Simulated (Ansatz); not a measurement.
# ZnAg (Pm-3m): Grüneisen parameters, part 2 of 2

Aim: how the phonons of ZnAg (Pm-3m) shift with volume, and the thermal expansion that follows.

Ansatz 0.2.0; DFT PBEsol, scalar-relativistic, plane waves, PAW; PAW set soft_1.

So far, highest frequency on the path or at a solved wavevector (cm⁻¹): step 2 (response at finite wavevector) 189; step 4 (phonons at the other volume, volume ratio 0.97) 204.

**5. Relaxing at another volume, volume ratio 1.03**

The volume is scaled by 1.03 and held; symmetry leaves nothing to relax, so this is a single point. The modes can then be followed against volume.

The input, input.yaml:

```yaml
crystal:
  lattice:
    - [3.1479765834, 0.0, 0.0]
    - [0.0, 3.1479765834, 0.0]
    - [0.0, 0.0, 3.1479765834]
  atoms:
    - { symbol: Zn, position: [0.5, 0.5, 0.5] }
    - { symbol: Ag, position: [0.0, 0.0, 0.0] }
kpoints:
  mp_grid: { grid: [16, 16, 16] }
hamiltonian:
  xc: pbesol
  pseudopotentials: { kind: paw, azcp: { folder: soft_1 }, xc_functional: pbe }
scf:
  occupations: { method: methfessel_paxton, width: 0.2 }
output:
  forces: true
  stress: true
  eigenvalues: true
```

Started as:

```bash
> ansatz run input.yaml --threads 4 --pin off --max-ram 10240MiB --backend cpu --events-out ev --progress --plain --runs-dir out
```

Numbers of over 12 decimals in the logs are rounded to 6 here.

Output:

```text
[...]
Crystal: 2 atoms, lattice volume = 31.196 Å³
Basis set: ecut = 420 eV, 619 PW (Γ), exchange–correlation on 48×48×48 points (8 copies of the dense FFT grid, shifted against one another)
Bands: 20, of which v1, the nominal top of the filled ones, is band 16 counted from 1 (15 counted from 0)
Symmetry: 48 space group operations
[...]
k-points: 165 of 4096
[...]
--- Band table (eV; the first three rows and the last of 165) ---
  k-point 0: bands = [... 12 lower, 10.6245, 10.6245, 10.6245, 20.2273, 20.2273, 20.2273, 25.2578, 26.0064]
  k-point 1: bands = [... 12 lower, 10.5890, 10.5890, 10.6193, 19.6728, 20.3379, 20.3379, 25.4529, 26.0006]
  k-point 2: bands = [... 12 lower, 10.4899, 10.4899, 10.6044, 18.4630, 20.6619, 20.6619, 25.5888, 25.9835]
  k-point 164: bands = [... 12 lower, 11.0213, 11.0213, 16.6023, 19.0043, 19.0043, 19.0043, 19.6663, 19.6663]
[key lines of the parts left out:]
SCF converged after 7 iterations
Free energy (F): -10803.332021 eV
Fermi energy:    14.899423 eV
P = ⅓ Tr σ = -3.1321 GPa (-31.321 kbar)
```

Run time: 1.7 s. Hardware: 4 threads of Arm Neoverse V1, shared host; peak memory 0.38 GiB.

This step gave:

```yaml
pressure: -3.132 GPa
volume_per_atom: 15.60 Å³
```

The run ends at a pressure of -3.13 GPa.

**6. Phonons at the other volume, volume ratio 1.03**

The phonons are repeated at this volume on the same k and q meshes.

input.yaml: that of step 5 with these lines changed.

```diff
@@ -16,4 +16,11 @@
 output:
-  forces: true
-  stress: true
   eigenvalues: true
+phonons:
+  method: dfpt
+  qmesh: [4, 4, 4]
+  temperatures: { t_max: 1000, t_step: 50 }
+  qpath:
+    path:
+      - [[0.0, 0.0, 0.0], [0.0, 0.5, 0.0], [0.5, 0.5, 0.0], [0.0, 0.0, 0.0], [0.5, 0.5, 0.5], [0.0, 0.5, 0.0]]
+      - [[0.5, 0.5, 0.5], [0.5, 0.5, 0.0]]
+    npoints: 10
```

Output:

```text
[...]
Crystal: 2 atoms, lattice volume = 31.196 Å³
Basis set: ecut = 420 eV, 619 PW (Γ), exchange–correlation on 48×48×48 points (8 copies of the dense FFT grid, shifted against one another)
Bands: 20, of which v1, the nominal top of the filled ones, is band 16 counted from 1 (15 counted from 0)
Symmetry: 48 space group operations
k-points: 165 of 4096
[...]
k-point 164: bands = [... 12 lower, 11.0214, 11.0214, 16.6022, 19.0043, 19.0043, 19.0043, 19.6662, 19.6662]
[...]
ASR residual: 5.957e-5 → 0.000e0 eV/Å²; symmetrization residual: 5.734e-8 eV/Å²
  ASR residual per site (eV/Å²): 5.34e-5 5.96e-5
  Γ frequencies (cm⁻¹): 0.00 0.00 0.00 149.74 149.74 149.74
--- Phonons (arbitrary-q DFPT): 10 irreducible q on the 4×4×4 mesh ---
[...]
interpolated dispersion: 62 rows × 6 modes
[...]
[key lines of the parts left out:]
SCF converged after 9 iterations
Free energy (F): -10803.332021 eV
Fermi energy:    14.899407 eV
```

It took 9.6 min on 4 threads; peak memory 3.5 GiB; 37 min of CPU time.

Numbers from this step:

```yaml
sum_rule_residual_before_enforcement: 5.96e-5 eV/Å²
highest_frequency_on_the_path_or_at_a_solved_wavevector: 175.2 cm⁻¹
mean_frequency: 106.9 cm⁻¹
debye_temperature_second_moment: 215 K
logarithmic_mean_frequency: 94.8 cm⁻¹
highest_optical_mode_at_the_zone_centre_no_lo_to_term: 149.7 cm⁻¹
lowest_optical_zone_centre_mode: 149.7 cm⁻¹
lowest_mode_on_the_q_mesh_acoustic_modes_at_gamma_apart: 14.76 cm⁻¹
zero_point_energy_per_atom: 19.88 meV
heat_capacity_at_300_k: 24.31 J/(mol atoms K)
vibrational_entropy_at_300_k: 44.92 J/(mol atoms K)
```

The highest optical mode at the zone centre (no LO-TO term) is 149.7 cm⁻¹, -12.2 cm⁻¹ against the base run.

**7. Grüneisen parameters**

The Grüneisen parameter of a mode is minus the logarithmic change of its frequency with volume, −d ln ω / d ln V; weighted by heat capacity it gives the expansion.

This step gave:

```
bulk modulus : 115.5 GPa
```

The phonon branches at the labelled points (cm⁻¹):

```csv
point,branch 1,branch 2,branch 3,branch 4,branch 5,branch 6
Γ,0,0,0,162,162,162
halfway,64,64,84,151,151,162
X,95,95,128,131,131,153
halfway,53,71,98,133,172,177
M,24,24,106,137,189,189
halfway,18,84,108,143,148,177
Γ,0,0,0,162,162,162
halfway,58,58,92,160,163,163
R,115,115,115,143,143,143
halfway,58,68,98,134,171,174
X,95,95,128,131,131,153
jump to R,115,115,115,143,143,143
halfway,63,63,102,135,173,173
M,24,24,106,137,189,189
```

The same for volume x 0.97:

```csv
point,branch 1,branch 2,branch 3,branch 4,branch 5,branch 6
Γ,0,0,0,175,175,175
X,103,103,138,142,142,164
M,28,28,113,146,204,204
Γ,0,0,0,175,175,175
R,125,125,125,154,154,154
X,103,103,138,142,142,164
R,125,125,125,154,154,154
M,28,28,113,146,204,204
```

The same for volume x 1.03:

```csv
point,branch 1,branch 2,branch 3,branch 4,branch 5,branch 6
Γ,0,0,0,150,150,150
X,87,87,118,122,122,143
M,20,20,99,127,175,175
Γ,0,0,0,150,150,150
R,104,104,104,132,132,132
X,87,87,118,122,122,143
R,104,104,104,132,132,132
M,20,20,99,127,175,175
```

The first set of phonon branches as a text plot (rows in cm⁻¹):

```
    199 |
    191 |             ****                                      *
    182 |           ***  ****                                 **
    174 |          **     *  **                    ****      *
    165 |*****    **           **************     ** ***    *
    157 | **  *****        **  *** *    ****     *     *** *
    148 |   **               ***    *  *    **  *         *
    140 |     *  *    *********      **       *****     * ***   *
    131 |      *******                             *******   ***
    123 |      *
    114 |        *                            ***       * *
    106 |     *      *****   **      ***     *  ***       *******
     98 |    *  *****     ***               **     *******
     89 |      * *         **  *        *        *    * *  *
     81 |   * *    *         *      *    ****     *    *
     72 |    *    *       *   *          ***      ****      *
     64 |   *      *            *                  * **      *
     55 |  *        *    *     *       **           *
     47 |           **               **
     38 | **         ** *       *  *                          *
     30 | *           *          *  *                          **
     21 |*             ***   *** *
     13 |*                ***   ** *
      4 |                         *
         Γ      X      M          Γ            R        X|R     M
```

Mode Grueneisen parameter -dln(w)/dln(V), modes matched by rank; at Γ the acoustic branches take the value of a neighbouring point of the path. The mode Grüneisen parameters at the labelled points ():

```csv
point,branch 1,branch 2,branch 3,branch 4,branch 5,branch 6
Γ,2.13,2.13,2.89,2.58,2.58,2.58
halfway,2.36,2.36,2.78,2.56,2.56,2.44
X,2.69,2.69,2.70,2.54,2.54,2.26
halfway,3.06,2.73,2.47,2.42,2.53,2.42
M,5.89,5.89,2.21,2.34,2.49,2.49
halfway,5.59,2.23,2.65,2.52,2.39,2.48
Γ,2.63,2.10,2.60,2.58,2.58,2.58
halfway,3.54,3.54,2.22,2.48,2.52,2.52
R,3.07,3.07,3.07,2.60,2.60,2.60
halfway,2.77,2.89,3.13,2.58,2.54,2.47
X,2.69,2.69,2.70,2.54,2.54,2.26
jump to R,3.07,3.07,3.07,2.60,2.60,2.60
halfway,3.81,3.81,2.94,2.52,2.56,2.56
M,5.89,5.89,2.21,2.34,2.49,2.49
```

The mode Grüneisen parameters as a text plot (rows in , shown from 2.1 to 6.1 only):

```
   6.00 |
   5.83 |              *
   5.67 |                    *                                  *
   5.50 |
   5.34 |
   5.17 |                                                      *
   5.01 |
   4.84 |
   4.68 |             *                                       *
   4.52 |
   4.35 |
   4.19 |
   4.02 |               *
   3.86 |            *                                       *
   3.69 |             *       *          **
   3.53 |                               *  *                *
   3.36 |           *                                      *
   3.20 |            *                      *    ****
   3.03 |                      *       *    *****    *    ***
   2.87 |***       **    *                          * **     *
   2.71 |   ********      *  ******        *        **  **
   2.54 |********************************************************
   2.38 |   ***   *************     ****             ***      ***
   2.21 |***   ***    ***********  *    ***             **      *
         Γ      X      M          Γ            R        X|R     M
```

(dS/dlnV)/C_V. Table of thermodynamic Grueneisen parameter by temperature:

```csv
temperature (K),thermodynamic Grueneisen parameter
50,2.98
100,2.82
150,2.79
200,2.78
250,2.77
300,2.77
350,2.77
400,2.77
450,2.77
500,2.77
550,2.77
600,2.77
650,2.77
700,2.77
750,2.77
800,2.77
850,2.77
900,2.77
950,2.77
1000,2.77
```

Gamma C_V/(B V) at the static volume. Table of volume expansion by temperature:

```csv
temperature (K),volume expansion (1e-6/K)
50,32.6
100,52.3
150,58.9
200,61.6
250,63.0
300,63.7
350,64.2
400,64.5
450,64.7
500,64.8
550,65.0
600,65.1
650,65.1
700,65.2
750,65.2
800,65.2
850,65.3
900,65.3
950,65.3
1000,65.3
```

**8. Outcome**

* bulk modulus: 116 GPa
* thermodynamic Grüneisen parameter at 300 K: 2.773
* volume expansion at 300 K, estimated: 63.73 × 10⁻⁶ K⁻¹

What this shows: By this estimate the volume grows by 63.7 × 10⁻⁶ per kelvin at 300 K. The highest optical mode at Γ goes from 175 to 150 cm⁻¹ as the cell grows, a Grüneisen parameter of 2.58. Mode parameters on the path run from 2.1 to 15, with a median of 2.6. Branches are matched by rank, so values near crossings are rough. The expansion is the Grüneisen estimate at the static volume, with the static bulk modulus. With no gap, or one that is small against the smearing, the frequencies hang on the k mesh and the smearing, most of all near Kohn anomalies. The phonon runs are without spin polarisation, although the cell has an odd electron count. The PAW files were made for PBE and serve the other functionals too. A phonon run warned that its eigensolver left some bands unconverged in a pass.

[Logs are printed without paths, hosts, clocks, repeated set-up lines and the standing remarks that a program may print on its own settings, such as how far it seeks lower states.]

[Hosts, paths, dates, database ids (printed as entryN), source tags and the programs' standing remarks are cut or masked in the printed files.]
